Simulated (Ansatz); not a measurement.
# BP (F-43m): the dielectric response against the k mesh

Aim: how dense a k mesh do ε∞ and the zone-centre modes of BP (F-43m) need?

Method: DFT LDA, scalar-relativistic, plane waves, PAW; PAW set soft_1, in Ansatz 0.2.0.

Most raw output is cut from this account.

## 1. Set-up

The structure is cubic, space group F-43m (No. 216). Conventional cell: a = 4.538 Å, b = 4.538 Å, c = 4.538 Å, α = 90.00°, β = 90.00°, γ = 90.00°. Nearest to B lie 4 P at 1.97 Å. P has 4 B at 1.97 Å nearest. Farther neighbours are not listed.

Coordinates:

```cif
data_structure
_symmetry_space_group_name_H-M 'P 1'
_symmetry_Int_Tables_number 1
_cell_length_a 3.2089
_cell_length_b 3.2089
_cell_length_c 3.2089
_cell_angle_alpha 60.000
_cell_angle_beta 60.000
_cell_angle_gamma 60.000
_cell_volume 23.36
loop_
_atom_site_label
_atom_site_type_symbol
_atom_site_fract_x
_atom_site_fract_y
_atom_site_fract_z
_atom_site_occupancy
B1 B 0.00000 0.00000 0.00000 1
P2 P 0.75000 0.75000 0.75000 1
```

## 2. Bringing the structure to rest

Harmonic phonons are second derivatives at a point where the forces vanish, and they are wanted at zero stress, so atoms and cell are relaxed first.

input.yaml reads:

```yaml
crystal:
  lattice:
    - [0.0, 2.269, 2.269]
    - [2.269, 0.0, 2.269]
    - [2.269, 2.269, 0.0]
  atoms:
    - { symbol: B, position: [0.0, 0.0, 0.0] }
    - { symbol: P, position: [0.75, 0.75, 0.75] }
kpoints:
  mp_grid: { grid: [10, 10, 10] }
hamiltonian:
  xc: lda
  pseudopotentials: { kind: paw, azcp: { folder: soft_1 }, xc_functional: pbe }
scf:
  occupations: { method: gaussian, width: 0.02 }
output:
  forces: true
  stress: true
  eigenvalues: true
  write_density: true
  write_potential: true
  elf: true
  volumetric_format: npy
relax:
  adjacent_minimum: "off"
  f_tol: 0.005
  max_steps: 80
  cell: { stress_tol: 0.05 }
```

Launch:

```
> ansatz run input.yaml --threads 4 --pin off --max-ram 10240MiB --backend cpu --events-out ev --progress --plain --runs-dir out
```

Wall time 1.8 s (4 threads of AMD EPYC 7B13 (Zen 3), shared host); peak memory 0.35 GiB; 5.8 s of CPU time.

Relaxation path:

| step | energy less that of the first step (eV) | largest force component (eV/Å) | pressure (GPa) | volume (Å³) |
| --- | --- | --- | --- | --- |
| 1 | 0.0000 | 0.0000 | -5.21 | 23.36 |
| 2 | -0.0099 | 0.0000 | -2.38 | 22.96 |
| 3 | -0.0125 | 0.0000 | 0.11 | 22.63 |
| 4 | -0.0125 | 0.0000 | 0.00 | 22.64 |
| 5* | -0.0121 | 0.0000 | -0.03 | 22.64 |

Relaxation steps marked * repeat the geometry before them on a plane-wave basis chosen anew for their cell, so energy and pressure can jump there.

Forces are held to the 24 operations that the run works with; a distortion that breaks them can't arise in this run.

```
conventional cell, symmetrised  before  after  change
                         a (Å)   4.538  4.491  -1.0 %
                         b (Å)   4.538  4.491  -1.0 %
                         c (Å)   4.538  4.491  -1.0 %
              volume (Å³/atom)   11.68  11.32  -3.1 %
```

Final coordinates:

```cif
data_structure
_symmetry_space_group_name_H-M 'P 1'
_symmetry_Int_Tables_number 1
_cell_length_a 3.1755
_cell_length_b 3.1755
_cell_length_c 3.1755
_cell_angle_alpha 60.000
_cell_angle_beta 60.000
_cell_angle_gamma 60.000
_cell_volume 22.64
loop_
_atom_site_label
_atom_site_type_symbol
_atom_site_fract_x
_atom_site_fract_y
_atom_site_fract_z
_atom_site_occupancy
B1 B 0.00000 0.00000 0.00000 1
P2 P 0.75000 0.75000 0.75000 1
```

This step gave:

```yaml
pressure: -0.02550 GPa
gap_on_the_k_mesh: 1.150 eV
volume_per_atom: 11.32 Å³
```

ELF in the ac plane of a cell with a along [110], b along [-110] and c along [001] of the cube at fractional y = 0.500, with atoms of B and P within 0.2 Å of it. It is the smooth field of the valence electrons, not physical close to the nuclei.

Ten even steps from '0' (0.02) to '9' (0.93), each cell a mean:
```
763100256763100256
345312453345312453
027645750027645750
169867983169867983
699846997699846997
688402787688402787
245312453245312453
013555420013555420
002455310002455310
000122100000122100
100000001100000001
431000024431000024
```
Columns run along a (6.4 Å), rows up along c (4.5 Å), edges of the conventional cell, whose origin can differ from the input's. Atoms in or near the plane, at fractional coordinates: B at (0.75, 0.50), B at (0.25, 0.50), P at (0.50, 0.75), P at (0.00, 0.75).

Valence density in the ac plane of a cell with a along [110], b along [-110] and c along [001] of the cube at fractional y = 0.500, with atoms of B and P within 0.2 Å of it. It is the smooth field of the valence electrons, not physical close to the nuclei.

Ten even steps from '0' (0.05 e/Å³) to '9' (0.87 e/Å³), each cell a mean:
```
642000135642000135
564101256564101256
156322562156322562
389655895389655895
799978998799978998
457857865457857865
124667531124667531
002465310002465310
001233100001233100
000111000000111000
000000000000000000
210000012210000012
```
Columns run along a (6.4 Å), rows up along c (4.5 Å), edges of the conventional cell, whose origin can differ from the input's. Atoms in or near the plane, at fractional coordinates: B at (0.75, 0.50), B at (0.25, 0.50), P at (0.50, 0.75), P at (0.00, 0.75).

Electrostatic potential energy in the ac plane of a cell with a along [110], b along [-110] and c along [001] of the cube at fractional y = 0.500, with atoms of B and P within 0.2 Å of it. With pseudopotentials it is smooth inside the atoms' cores, unlike the true potential.

Ten even steps from '_' (-40 eV) to '@' (13 eV), each cell a mean:
```
**##%%@@@@@@@@%%****##%%@@@@@@@@%%**
__::##@@@@@@%%==..__::##@@@@@@%%==..
____++%%@@@@##::______++%%@@@@##::__
__..**%%%%%%##--____..**%%%%%%##--__
::++##++--==##**--::++##++--==##**--
%%%%##::....++%%%%%%%%##::....++%%%%
@@@@%%--..::**@@@@@@@@%%--..::**@@@@
@@@@@@##++**%%@@@@@@@@@@##++**%%@@@@
@@@@@@@@@@@@@@@@@@@@@@@@@@@@@@@@@@@@
@@@@@@@@@@@@@@@@@@@@@@@@@@@@@@@@@@@@
@@@@@@@@@@@@@@@@@@@@@@@@@@@@@@@@@@@@
@@@@@@@@@@@@@@@@@@@@@@@@@@@@@@@@@@@@
```
Columns run along a (6.4 Å; values clipped at the 3rd and 97th percentile), rows up along c (4.5 Å), edges of the conventional cell, whose origin can differ from the input's. Atoms in or near the plane, at fractional coordinates: B at (0.75, 0.50), B at (0.25, 0.50), P at (0.50, 0.75), P at (0.00, 0.75).

In this step the volume went from 11.68 to 11.32 Å³/atom.

## 3. Tight relaxation

Phonons need small forces and stress, so the relaxation is finished with tight tolerances on 12×12×12 k points.

input.yaml, the sections that differ from step 2:

```yaml
crystal:
  lattice:
    - [0.0, 2.2454114648, 2.2454114648]
    - [2.2454114648, 0.0, 2.2454114648]
    - [2.2454114648, 2.2454114648, 0.0]
  atoms:
    - { symbol: B, position: [0.0, 0.0, 0.0] }
    - { symbol: P, position: [0.75, 0.75, 0.75] }
kpoints:
  mp_grid: { grid: [12, 12, 12] }
scf:
  occupations: { method: fixed }
relax:
  adjacent_minimum: "off"
  f_tol: 0.001
  max_steps: 60
  cell: { stress_tol: 0.01 }
# hamiltonian, output: as in step 2
```

Wall time 1.7 s (4 threads); peak memory 0.35 GiB.

Little changed from the start: no atom moved by 0.005 Å and no cell edge by 0.1 %.

Numbers from this step:

* pressure: 6.44e-5 GPa
* gap on the k-mesh: 1.144 eV

ELF in the ac plane of a cell with a along [110], b along [-110] and c along [001] of the cube at fractional y = 0.000, with atoms of B and P within 0.2 Å of it. It is the smooth field of the valence electrons, not physical close to the nuclei.

Values, 7 rows by 16 columns, each cell a mean:
```
0.29 0.41 0.41 0.25 0.21 0.35 0.44 0.33 0.29 0.41 0.41 0.25 0.21 0.35 0.44 0.33
0.48 0.34 0.14 0.04 0.03 0.08 0.25 0.44 0.48 0.34 0.14 0.04 0.03 0.08 0.25 0.44
0.11 0.08 0.07 0.09 0.10 0.07 0.07 0.10 0.11 0.08 0.07 0.09 0.10 0.07 0.07 0.10
0.04 0.12 0.33 0.52 0.56 0.42 0.19 0.06 0.04 0.12 0.33 0.52 0.56 0.42 0.19 0.06
0.22 0.43 0.52 0.30 0.26 0.44 0.52 0.29 0.22 0.43 0.52 0.30 0.26 0.44 0.52 0.29
0.60 0.83 0.83 0.33 0.16 0.67 0.87 0.70 0.60 0.83 0.83 0.33 0.16 0.67 0.87 0.70
0.20 0.65 0.86 0.73 0.66 0.83 0.80 0.36 0.20 0.65 0.86 0.73 0.66 0.83 0.80 0.36
```
Columns run along a (6.4 Å), rows up along c (4.5 Å), edges of the conventional cell, whose origin can differ from the input's. Atoms in or near the plane, at fractional coordinates: B at (0.50, 0.00), B at (0.00, 0.00), P at (0.75, 0.25), P at (0.25, 0.25).

Valence density in the ac plane of a cell with a along [110], b along [-110] and c along [001] of the cube at fractional y = 0.000, with atoms of B and P within 0.2 Å of it. It is the smooth field of the valence electrons, not physical close to the nuclei.

Ten even steps from '0' (0.05 e/Å³) to '9' (0.87 e/Å³), each cell a mean:
```
664211357664211357
642000135642000135
321000013321000013
110000001110000001
000000000000000000
000122100000122100
002465310002465310
014656521014656521
236513652236513652
569835985569835985
799978998799978998
587545687587545687
```
Columns run along a (6.4 Å), rows up along c (4.5 Å), edges of the conventional cell, whose origin can differ from the input's. Atoms in or near the plane, at fractional coordinates: B at (0.50, 0.00), B at (0.00, 0.00), P at (0.75, 0.25), P at (0.25, 0.25).

Electrostatic potential energy in the ac plane of a cell with a along [110], b along [-110] and c along [001] of the cube at fractional y = 0.000, with atoms of B and P within 0.2 Å of it. With pseudopotentials it is smooth inside the atoms' cores, unlike the true potential.

Ten even steps from '_' (-40 eV) to '@' (13 eV), each cell a mean:
```
..--%%@@@@@@@@**::..--%%@@@@@@@@**::
++##@@@@@@@@@@%%**++##@@@@@@@@@@%%**
@@@@@@@@@@@@@@@@@@@@@@@@@@@@@@@@@@@@
@@@@@@@@@@@@@@@@@@@@@@@@@@@@@@@@@@@@
@@@@@@@@@@@@@@@@@@@@@@@@@@@@@@@@@@@@
@@@@@@@@@@@@@@@@@@@@@@@@@@@@@@@@@@@@
@@@@%%##****%%@@@@@@@@%%##****%%@@@@
@@@@##::__..++%%@@@@@@##::__..++%%@@
@@%%++______::##@@@@%%++______::##@@
%%%%++..____--##%%%%%%++..____--##%%
--++##++::--**##==--++##++::--**##==
..--##%%%%%%%%++....--##%%%%%%%%++..
```
Columns run along a (6.4 Å; values clipped at the 3rd and 97th percentile), rows up along c (4.5 Å), edges of the conventional cell, whose origin can differ from the input's. Atoms in or near the plane, at fractional coordinates: B at (0.50, 0.00), B at (0.00, 0.00), P at (0.75, 0.25), P at (0.25, 0.25).

The forces vanish by symmetry and the pressure is 0.000 GPa, within the tolerances set. The cell now holds 11.32 Å³/atom.

## 4. Response on one mesh, 4×4×4

Phonons follow from the second derivative of the energy, found here by linear response.

The response is solved on 4×4×4 k points.

input.yaml, the sections that differ from step 3:

```yaml
crystal:
  lattice:
    - [0.0, 2.2452912199, 2.2452912199]
    - [2.2452912199, 0.0, 2.2452912199]
    - [2.2452912199, 2.2452912199, 0.0]
  atoms:
    - { symbol: B, position: [0.0, 0.0, 0.0] }
    - { symbol: P, position: [0.75, 0.75, 0.75] }
kpoints:
  mp_grid: { grid: [4, 4, 4] }
output:
  eigenvalues: true
phonons:
  method: dfpt
  dielectric: true
  rigid_motions: translations
  field_mesh: kpoints
# hamiltonian, scf: as in step 3
# relax: removed
```

The job ended after 0.75 s (4 threads; peak memory 0.36 GiB).

A gap read on the k-mesh alone can miss the band edges.

Numbers from this step:

```yaml
gap_on_the_k_mesh: 1.214 eV
sum_rule_residual_before_enforcement: 3.13e-4 eV/Å²
miss_of_the_charge_sum_rule: 3.28e-6 e
point_group: -43m
highest_optical_mode_at_the_zone_centre_no_lo_to_term: 836.4 cm⁻¹
lowest_optical_zone_centre_mode: 836.4 cm⁻¹
mean_high_frequency_dielectric_constant: 7.816
largest_born_charge_third_of_the_trace: -0.6559 e
mean_static_dielectric_constant: 7.983
top_of_the_zone_centre_spectrum_with_the_field: 845.3 cm⁻¹
```

The optical mode without the LO-TO term lies at 836.4 cm⁻¹.

## 5. Response on one mesh, 20×20×20

The response is solved on 20×20×20 k points.

input.yaml, as its differences from that of step 4:

```diff
@@ -9,3 +9,3 @@
 kpoints:
-  mp_grid: { grid: [4, 4, 4] }
+  mp_grid: { grid: [20, 20, 20] }
 hamiltonian:
```

It took 19 s on 4 threads; peak memory 1 GiB.

Numbers from this step:

```yaml
gap_on_the_k_mesh: 1.150 eV
sum_rule_residual_before_enforcement: 2.78e-4 eV/Å²
miss_of_the_charge_sum_rule: 2.14e-5 e
highest_optical_mode_at_the_zone_centre_no_lo_to_term: 820.9 cm⁻¹
lowest_optical_zone_centre_mode: 820.9 cm⁻¹
mean_high_frequency_dielectric_constant: 9.184
largest_born_charge_third_of_the_trace: -0.6403 e
mean_static_dielectric_constant: 9.349
top_of_the_zone_centre_spectrum_with_the_field: 828.2 cm⁻¹
```

The optical mode without the LO-TO term lies at 820.9 cm⁻¹.

Between step 4 and this run (k-mesh 20×20×20 and k divisions 20) the value for the mean high-frequency dielectric constant moves from 7.82 to 9.18 (+17 %).

## 6. All members side by side

The members are set side by side, also those not shown above.

One cell throughout; the field response is solved on the k mesh of the run itself. The response against the k mesh:

```csv
k divisions along a1,ε∞,ε0,"largest Born charge in size, a third of the trace (e)","top mode with the field, highest of q along x, y and z (cm⁻¹)",mode 4 T2 (cm⁻¹)
4,7.816,7.983,0.6559,845.3,836.4
6,8.691,8.857,0.6445,830.9,823
8,9.02,9.185,0.6414,828.7,821.2
10,9.131,9.297,0.6406,828.3,820.9
12,9.167,9.332,0.6404,828.3,820.9
14,9.179,9.344,0.6403,828.2,820.9
16,9.182,9.347,0.6403,828.2,820.9
20,9.184,9.349,0.6403,828.2,820.9
```

## 7. What came out

```
members                                      : 8
optical mode (no LO-TO term), 4 k divisions  : 836.4 cm⁻¹
optical mode (no LO-TO term), 20 k divisions : 820.9 cm⁻¹
```

**Reading.** ε∞ goes from 7.82 at 4 divisions to 9.18 at 20; from 10 divisions on it stays within 1 % of the last value. The highest mode without the field stays within 1 cm⁻¹ of its last value from 8 divisions on. The top mode with the field moves by -17.1 cm⁻¹ over the series. With bars of 1 % on ε∞ and 1 cm⁻¹ on this mode, ε∞ needs the denser mesh. These are harmonic frequencies at zero temperature: anharmonic shifts, linewidths and thermal expansion are left out. The PAW files were made for PBE; the program adapts parts of them to the functional of the run, but their partial waves stay those of PBE, an approximation that was not tested in this session. Only the zone centre was solved, so an instability at another wavevector cannot show here.

[Logs are printed without paths, hosts, clocks, repeated set-up lines and the standing remarks that a program may print on its own settings, such as how far it seeks lower states.]

[Hosts, paths, dates, database ids (printed as entryN), source tags and the programs' standing remarks are cut or masked in the printed files.]
